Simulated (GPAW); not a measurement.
# A Rh chain with a Cl atom on top of one atom: converging a transmission

Aim: the cheapest settings that leave the conductance of a Rh chain with a Cl atom on top of one atom unchanged.

Main program and level: GPAW 26.7.0; GPAW LCAO, PAW setups; Landauer transmission from Green's functions with principal layers (ASE), zero bias.

### 1. The starting structure

The cell holds 16 atoms: 15 Rh and 1 Cl. Cell: a = 9.000 Å, b = 9.000 Å, c = 34.500 Å, α = 90.0°, β = 90.0°, γ = 90.0°. Regions: left lead, 7 atoms (7 Rh); channel, 2 atoms (1 Rh and 1 Cl); right lead, 7 atoms (7 Rh). Vacuum lies along a and b. The structure is stacked along c, and the current runs across the ab planes.

### 2. The reference run

All settings start at ordinary values; they are then varied in turn, with meshes following the cell where its length changes.

run.py reads:

```python
import json
import numpy as np
from ase import Atoms
from ase.transport.calculators import TransportCalculator
from gpaw import GPAW, FermiDirac
from gpaw.lcao.tools import get_lcao_hamiltonian
from scipy.linalg import eigh

# The junction with lead layers at both ends, along the third cell vector
device = Atoms(
    ['Rh', 'Rh', 'Rh', 'Rh', 'Rh', 'Rh', 'Rh', 'Rh', 'Cl', 'Rh', 'Rh', 'Rh', 'Rh', 'Rh', 'Rh', 'Rh'],
    positions=[
        [4.50000, 4.50000, 1.15000],
        [4.50000, 4.50000, 3.45000],
        [4.50000, 4.50000, 5.75000],
        [4.50000, 4.50000, 8.05000],
        [4.50000, 4.50000, 10.35000],
        [4.50000, 4.50000, 12.65000],
        [4.50000, 4.50000, 14.95000],
        [4.50000, 4.50000, 17.25000],
        [6.44080, 4.50000, 17.25000],
        [4.50000, 4.50000, 19.55000],
        [4.50000, 4.50000, 21.85000],
        [4.50000, 4.50000, 24.15000],
        [4.50000, 4.50000, 26.45000],
        [4.50000, 4.50000, 28.75000],
        [4.50000, 4.50000, 31.05000],
        [4.50000, 4.50000, 33.35000]],
    cell=[[9.0, 0.0, 0.0], [0.0, 9.0, 0.0], [0.0, 0.0, 34.5]],
    pbc=True)

# One principal layer of the lead: the first 5 atoms of the device
lead = Atoms(
    ['Rh', 'Rh', 'Rh', 'Rh', 'Rh'],
    positions=[
        [4.50000, 4.50000, 1.15000],
        [4.50000, 4.50000, 3.45000],
        [4.50000, 4.50000, 5.75000],
        [4.50000, 4.50000, 8.05000],
        [4.50000, 4.50000, 10.35000]],
    cell=[[9.0, 0.0, 0.0], [0.0, 9.0, 0.0], [0.0, 0.0, 11.5]],
    pbc=True)

settings = dict(mode='lcao', basis='dzp', xc='PBE', h=0.2,
                occupations=FermiDirac(0.1), maxiter=250,
                mixer=dict(beta=0.1, nmaxold=8, weight=100.0),
                convergence=dict(density=0.0001))
energies = np.arange(-3, 3 + 1e-9, 0.075)
eta = 0.0001
n1, n2 = 1, 1
# k and -k transmit alike, so half of the mesh across the current serves
mesh = [(i, j) for i in range(n1) for j in range(n2) if (i, j) <= (-i % n1, -j % n2)]
weights = np.array([1 if (i, j) == (-i % n1, -j % n2) else 2 for i, j in mesh]) / (n1 * n2)


def ground_state(atoms, size, txt):
    atoms.calc = GPAW(kpts={'size': size, 'gamma': True}, symmetry={'tolerance': 1e-3}, txt=txt, **settings)
    atoms.get_potential_energy()
    return atoms.calc.get_fermi_level()


def blocks(atoms, fermi, points, nz, cells):
    """H - E_F S and S between cell 0 and the cells above it, at each point across the current."""
    kz = np.arange(nz) / nz
    calc = atoms.calc.fixed_density(kpts=[(*k, z) for k in points for z in kz], symmetry='off', txt=None)
    H, S = get_lcao_hamiltonian(calc)
    H = (H - fermi * S).reshape(len(H), len(points), nz, *S.shape[1:])
    S = S.reshape(H.shape[1:])
    phases = [np.exp(-2j * np.pi * kz * R) / nz for R in cells]
    return [(np.einsum('skzij,z->ksij', H, p), np.einsum('kzij,z->kij', S, p)) for p in phases]


def pair(a, b):
    return np.block([[a, b], [b.T.conj(), a]])


def count_channels(h, s, cells, nk=240):
    """Half the number of times that the lead's bands cross each energy, unfolded to its shortest repeat."""
    b = len(h) // cells
    bands = []
    for k in (np.arange(nk + 1) + 0.5) / nk:
        hk, sk = h[:b, :b].copy(), s[:b, :b].copy()
        for R in range(1, cells):
            phase, block = np.exp(2j * np.pi * k * R), slice(R * b, (R + 1) * b)
            hk += h[:b, block] * phase + (h[:b, block] * phase).T.conj()
            sk += s[:b, block] * phase + (s[:b, block] * phase).T.conj()
        bands.append(eigh(hk, sk, eigvals_only=True))
    below = np.array(bands)[:, :, None] < energies
    return (below[1:] != below[:-1]).sum((0, 1)) / 2


fermi_lead = ground_state(lead, (1, 1, 10), 'lead.txt')
fermi_device = ground_state(device, (1, 1, 3), 'device.txt')
T, channels, eigen, tail, misfit, shifts = [], [], [], 0.0, 0.0, []
for first in range(0, len(mesh), 434):
    points = [(i / n1, j / n2) for i, j in mesh[first:first + 434]]
    (H0k, S0k), (H1k, S1k), (H2k, _) = blocks(lead, fermi_lead, points, 5, range(3))
    [(Hk, Sk)] = blocks(device, fermi_device, points, 2, [0])
    tail = max(tail, abs(H2k).max())
    for H0, S0, H1, S1, H, S in zip(H0k, S0k, H1k, S1k, Hk, Sk):
        n = len(S0)
        # Shift the lead onto the potential of the device's first layer
        shift = ((H[:, 0, 0] - H0[:, 0, 0]) / S0[0, 0]).real.mean()
        shifts.append(shift)
        misfit = max(misfit, abs(H[:, :n, :n] - H0 - shift * S0).max())
        Tk, Ck, Ek = [], [], []
        for s in range(len(H)):
            t = s % len(H0)  # a lead without moments serves both spins
            h1, s1 = pair(H0[t] + shift * S0, H1[t] + shift * S1), pair(S0, S1)
            leads = dict(h1=h1, s1=s1, energies=energies, eta=eta, eta1=eta, eta2=eta)
            calc = TransportCalculator(h=H[s], s=S, eigenchannels=0, **leads)
            Tk.append(calc.get_transmission())
            Ck.append(count_channels(h1, s1, 10))
        T.append(Tk)
        channels.append(Ck)
        eigen.append(Ek)
T, channels = np.array(T), np.array(channels)
mean, open_channels = np.einsum('kse,k->se', T, weights), np.einsum('kse,k->se', channels, weights)

print(f'basis functions: device {len(S)}, principal layer {n}')
print(f'Fermi level: lead {fermi_lead:.4f} eV, device {fermi_device:.4f} eV; lead shifted by {np.mean(shifts):.4f} eV')
print(f'largest coupling past the next layer {tail:.2e} eV, largest misfit of the first layer {misfit:.3f} eV')
print('  E-E_F (eV)   ' + 'T (one spin)  channels')
for e, t, c in zip(energies, mean.T, open_channels.T):
    print(f'{e:10.3f}  ', *[f'{x:11.4e}' for x in t], *[f'{x:9.4f}' for x in c])

kT = 8.617333e-5 * 300
fine = np.linspace(energies[0], energies[-1], 4001)
both = np.exp(np.interp(fine, energies, np.log(np.maximum(mean.sum(0) * 2 / len(mean), 1e-30))))
fermi = lambda mu: 1 / (1 + np.exp(np.clip((fine - mu) / kT, -200, 200)))
slope = fermi(0) * (1 - fermi(0)) / kT
G = np.trapezoid(both * slope, fine) / 2
seebeck = -np.trapezoid(both * slope * fine, fine) / (2 * G * 300) * 1e6
print(f'conductance at 300 K: {G:.5g} G0 a cell; thermopower {seebeck:.4g} uV/K')
bias = [0.1, 0.2, 0.5, 1.0, 1.5, 2.0]
current = [38.74 * np.trapezoid(both * (fermi(V / 2) - fermi(-V / 2)), fine) for V in bias]
for V, I in zip(bias, current):
    print(f'current from the zero-bias T(E) at {V} V: {I:.5g} uA')
zero = abs(energies).argmin()
json.dump(dict(energies=energies.tolist(), T=mean.tolist(), channels=open_channels.tolist(), G=G, seebeck=seebeck,
               bias=bias, current=current, tail=tail, misfit=misfit, shift=np.mean(shifts), n_device=len(S), n_lead=n,
               fermi=[fermi_lead, fermi_device], energy=device.get_potential_energy(),
               moments=device.get_magnetic_moments().tolist(), mesh=mesh, weights=weights.tolist(),
               T_k=T[:, :, zero].tolist(), eigen=np.array(eigen[0]).tolist()), open('result.json', 'w'))
```

The run is started by

```
$ OMP_NUM_THREADS=1 OPENBLAS_NUM_THREADS=2 python run.py
```

What it wrote:

```text
basis functions: device 418, principal layer 135
Fermi level: lead -3.7264 eV, device -3.6521 eV; lead shifted by 0.0012 eV
largest coupling past the next layer 2.07e-04 eV, largest misfit of the first layer 0.044 eV
  E-E_F (eV)   T (one spin)  [channel counts left out]
    -3.000    2.0020e+00
    -2.925    1.9993e+00
    -2.850    1.9968e+00
    -2.775    1.9935e+00
    -2.700    1.9886e+00
    -2.625    1.9824e+00
    -2.550    1.9765e+00
    -2.475    1.9727e+00
    -2.400    1.9737e+00
    -2.325    1.9828e+00
    -2.250    2.0046e+00
    -2.175    2.0453e+00
    -2.100    2.1115e+00
    -2.025    2.2072e+00
    -1.950    2.3294e+00
    -1.875    2.4657e+00
[...]
2.475    9.9524e-01
     2.550    9.8901e-01
     2.625    9.8187e-01
     2.700    9.7443e-01
     2.775    9.6674e-01
     2.850    9.5825e-01
     2.925    9.4556e-01
     3.000    1.3787e+00
conductance at 300 K: 3.1607 G0 a cell; thermopower 9.798 uV/K
current from the zero-bias T(E) at 0.1 V: 24.711 uA
current from the zero-bias T(E) at 0.2 V: 50.385 uA
current from the zero-bias T(E) at 0.5 V: 132.32 uA
current from the zero-bias T(E) at 1.0 V: 271.64 uA
current from the zero-bias T(E) at 1.5 V: 403.23 uA
current from the zero-bias T(E) at 2.0 V: 517.55 uA
```

The job ended after 4.8 min (2 threads of Intel Xeon Platinum 8259CL at 2.50GHz (Skylake/Cascade Lake), shared host; peak memory 1.4 GiB).

This run has no spin polarisation, although Rh can carry a moment.

This step gave:

| Item | Value |
| --- | --- |
| conductance | 3.161 G₀ |
| largest coupling past the next principal layer | 2.07e-4 eV |
| largest misfit of the first principal layer | 0.04400 eV |
| shift that aligns the lead | 0.001172 eV |
| basis functions of the junction | 418 |
| basis functions of a principal layer | 135 |
| transmission at the Fermi level (one spin) | 3.018 |

One spin. Table of transmission, zone mean by energy, zero at the Fermi level:

```
energy (eV)  transmission, zone mean
      -3.00                     2.00
      -2.77                     1.99
      -2.55                     1.98
      -2.40                     1.97
      -2.17                     2.05
      -1.95                     2.33
      -1.73                     2.71
      -1.57                     2.86
      -1.35                     2.96
      -1.12                     2.96
      -0.90                     3.46
      -0.75                     3.88
      -0.53                     4.21
      -0.45                     4.34
      -0.30                     4.25
      -0.07                     3.68
       0.00                     3.02
       0.07                     2.99
       0.30                     2.94
       0.53                     2.88
       0.75                     2.76
       0.90                     2.43
       1.12                    0.413
       1.35                    0.318
       1.57                    0.175
       1.73                   0.0381
       1.95                    0.293
       2.17                    0.928
       2.40                    0.999
       2.55                    0.989
       2.77                    0.967
       3.00                     1.38
```

Not self-consistent under bias; the bias window is split evenly. Table of current through one cell, from the zero-bias transmission by bias:

```
bias (V)  current through one cell, from the zero-bias transmission (mA)
   0.100                                                          0.0247
   0.200                                                          0.0504
   0.500                                                           0.132
   1.000                                                           0.272
   1.500                                                           0.403
   2.000                                                           0.518
```

Couplings past the next layer reach 2.1e-4 eV, small enough to drop; the matrix elements of the cell's first layer differ from the bulk lead's by up to 0.044 eV. That layer keeps its own values in the calculation, and only beyond it is the lead taken as perfect. The Fermi levels of lead and junction count from different zeros of potential, one for each periodic cell; with both set to zero, the small remaining shift is what aligns them. By hand: G = 3.161 × 77.48 μS = 245 μS, a resistance of 4.08 kΩ; at 0.1 V a linear junction would pass 24.5 μA, and the integral over the bias window gives 24.7 μA.

### 3. Width of the vacuum box

The images of the wire across the vacuum must not overlap or polarise each other.

The cell differs from the one that the last finished run ended in (a 9.000 → 5.000 Å, b 9.000 → 5.000 Å).

Changes to run.py since step 2:

```diff
@@ -12,19 +12,19 @@
     positions=[
-        [4.50000, 4.50000, 1.15000],
-        [4.50000, 4.50000, 3.45000],
-        [4.50000, 4.50000, 5.75000],
-        [4.50000, 4.50000, 8.05000],
-        [4.50000, 4.50000, 10.35000],
-        [4.50000, 4.50000, 12.65000],
-        [4.50000, 4.50000, 14.95000],
-        [4.50000, 4.50000, 17.25000],
-        [6.44080, 4.50000, 17.25000],
-        [4.50000, 4.50000, 19.55000],
-        [4.50000, 4.50000, 21.85000],
-        [4.50000, 4.50000, 24.15000],
-        [4.50000, 4.50000, 26.45000],
-        [4.50000, 4.50000, 28.75000],
-        [4.50000, 4.50000, 31.05000],
-        [4.50000, 4.50000, 33.35000]],
-    cell=[[9.0, 0.0, 0.0], [0.0, 9.0, 0.0], [0.0, 0.0, 34.5]],
+        [2.50000, 2.50000, 1.15000],
+        [2.50000, 2.50000, 3.45000],
+        [2.50000, 2.50000, 5.75000],
+        [2.50000, 2.50000, 8.05000],
+        [2.50000, 2.50000, 10.35000],
+        [2.50000, 2.50000, 12.65000],
+        [2.50000, 2.50000, 14.95000],
+        [2.50000, 2.50000, 17.25000],
+        [4.44080, 2.50000, 17.25000],
+        [2.50000, 2.50000, 19.55000],
+        [2.50000, 2.50000, 21.85000],
+        [2.50000, 2.50000, 24.15000],
+        [2.50000, 2.50000, 26.45000],
+        [2.50000, 2.50000, 28.75000],
+        [2.50000, 2.50000, 31.05000],
+        [2.50000, 2.50000, 33.35000]],
+    cell=[[5.0, 0.0, 0.0], [0.0, 5.0, 0.0], [0.0, 0.0, 34.5]],
     pbc=True)
@@ -35,8 +35,8 @@
     positions=[
-        [4.50000, 4.50000, 1.15000],
-        [4.50000, 4.50000, 3.45000],
-        [4.50000, 4.50000, 5.75000],
-        [4.50000, 4.50000, 8.05000],
-        [4.50000, 4.50000, 10.35000]],
-    cell=[[9.0, 0.0, 0.0], [0.0, 9.0, 0.0], [0.0, 0.0, 11.5]],
+        [2.50000, 2.50000, 1.15000],
+        [2.50000, 2.50000, 3.45000],
+        [2.50000, 2.50000, 5.75000],
+        [2.50000, 2.50000, 8.05000],
+        [2.50000, 2.50000, 10.35000]],
+    cell=[[5.0, 0.0, 0.0], [0.0, 5.0, 0.0], [0.0, 0.0, 11.5]],
     pbc=True)
```

What it wrote:

```text
basis functions: device 418, principal layer 135
Fermi level: lead -1.4351 eV, device -1.2080 eV; lead shifted by -0.0006 eV
largest coupling past the next layer 2.08e-04 eV, largest misfit of the first layer 0.025 eV
  E-E_F (eV)   T (one spin)  channels
    -3.000    1.9711e+00    3.0000
    -2.925    1.9612e+00    3.0000
    -2.850    1.9527e+00    3.0000
    -2.775    1.9494e+00    3.0000
    -2.700    1.9563e+00    3.0000
    -2.625    1.9798e+00    3.0000
    -2.550    2.0276e+00    3.0000
    -2.475    2.1060e+00    3.0000
    -2.400    2.2161e+00    3.0000
    -2.325    2.3502e+00    3.0000
    -2.250    2.4942e+00    3.0000
    -2.175    2.6313e+00    3.0000
    -2.100    2.7472e+00    3.0000
    -2.025    2.8344e+00    3.0000
    -1.950    2.8926e+00    3.0000
    -1.875    2.9268e+00    3.0000
[...]
2.475    9.4417e-01    1.0000
     2.550    9.3749e-01    1.0000
     2.625    9.3144e-01    1.0000
     2.700    9.2596e-01    1.0000
     2.775    9.2098e-01    1.0000
     2.850    9.1643e-01    1.0000
     2.925    9.1221e-01    1.0000
     3.000    9.0825e-01    1.0000
conductance at 300 K: 3.1541 G0 a cell; thermopower 13.83 uV/K
current from the zero-bias T(E) at 0.1 V: 24.775 uA
current from the zero-bias T(E) at 0.2 V: 50.95 uA
current from the zero-bias T(E) at 0.5 V: 135.54 uA
current from the zero-bias T(E) at 1.0 V: 280.49 uA
current from the zero-bias T(E) at 1.5 V: 420.68 uA
current from the zero-bias T(E) at 2.0 V: 541.16 uA
```

Run time: 12 min. Hardware: 2 threads; peak memory 1.1 GiB.

Numbers from this step:

```
conductance                                             : 3.154 G₀
largest coupling past the next principal layer          : 2.08e-4 eV
largest misfit of the first principal layer             : 0.02494 eV
shift that aligns the lead                              : -5.56e-4 eV
transmission at the Fermi level (one spin)              : 2.933
open channels of the lead at the Fermi level (one spin) : 4
```

One spin. The transmission, zone mean by energy, zero at the Fermi level:

energy (eV), transmission, zone mean and a bar:
```
  -3.0000       1.97 #############
  -2.7750       1.95 #############
  -2.4750       2.11 ##############
  -2.2500       2.49 ################
  -2.0250       2.83 ##################
  -1.7250       2.95 ###################
  -1.5000       2.96 ###################
  -1.4250       2.97 ###################
  -1.2750       2.45 ################
  -0.9750       3.72 ########################
  -0.7500       4.14 ###########################
  -0.5250       4.54 ##############################
  -0.4500       4.58 ##############################
  -0.2250       4.54 ##############################
   0.0000       2.93 ###################
   0.2250       2.94 ###################
   0.5250       2.91 ###################
   0.7500       2.80 ##################
   0.9750       1.98 #############
   1.2750       0.06 
   1.5000       0.63 ####
   1.7250       0.96 ######
   2.0250       0.99 ######
   2.2500       0.97 ######
   2.4750       0.94 ######
   2.7750       0.92 ######
   3.0000       0.91 ######
```

Crossings of the lead's bands, unfolded to its shortest repeat. The open channels, zone mean by energy, zero at the Fermi level:

energy (eV), open channels, zone mean and a bar from the least value:
```
  -3.0000       3.00 ############
  -2.7750       3.00 ############
  -2.4750       3.00 ############
  -2.2500       3.00 ############
  -2.0250       3.00 ############
  -1.7250       3.00 ############
  -1.5000       3.00 ############
  -1.2750       3.00 ############
  -0.9750       6.00 ##############################
  -0.7500       6.00 ##############################
  -0.5250       6.00 ##############################
  -0.2250       6.00 ##############################
   0.0000       4.00 ##################
   0.2250       4.00 ##################
   0.5250       4.00 ##################
   0.7500       4.00 ##################
   0.9750       3.00 ############
   1.2750       1.00 
   1.5000       1.00 
   1.7250       1.00 
   2.0250       1.00 
   2.2500       1.00 
   2.4750       1.00 
   2.7750       1.00 
   3.0000       1.00
```

Not self-consistent under bias; the bias window is split evenly. The current through one cell, from the zero-bias transmission by bias:

```
bias (V)  current through one cell, from the zero-bias transmission (mA)
   0.100                                                          0.0248
   0.200                                                          0.0510
   0.500                                                           0.136
   1.000                                                           0.280
   1.500                                                           0.421
   2.000                                                           0.541
```

The conductance, 3.15 G₀, lies 0.2 % below that of the base run.

(Part 1 of 5 ends here.)

[Logs are printed without paths, hosts, clocks, repeated set-up lines and the standing remarks that a program may print on its own settings, such as how far it seeks lower states.]

[Hosts, paths, dates, database ids (printed as entryN), source tags and the programs' standing remarks are cut or masked in the printed files.]
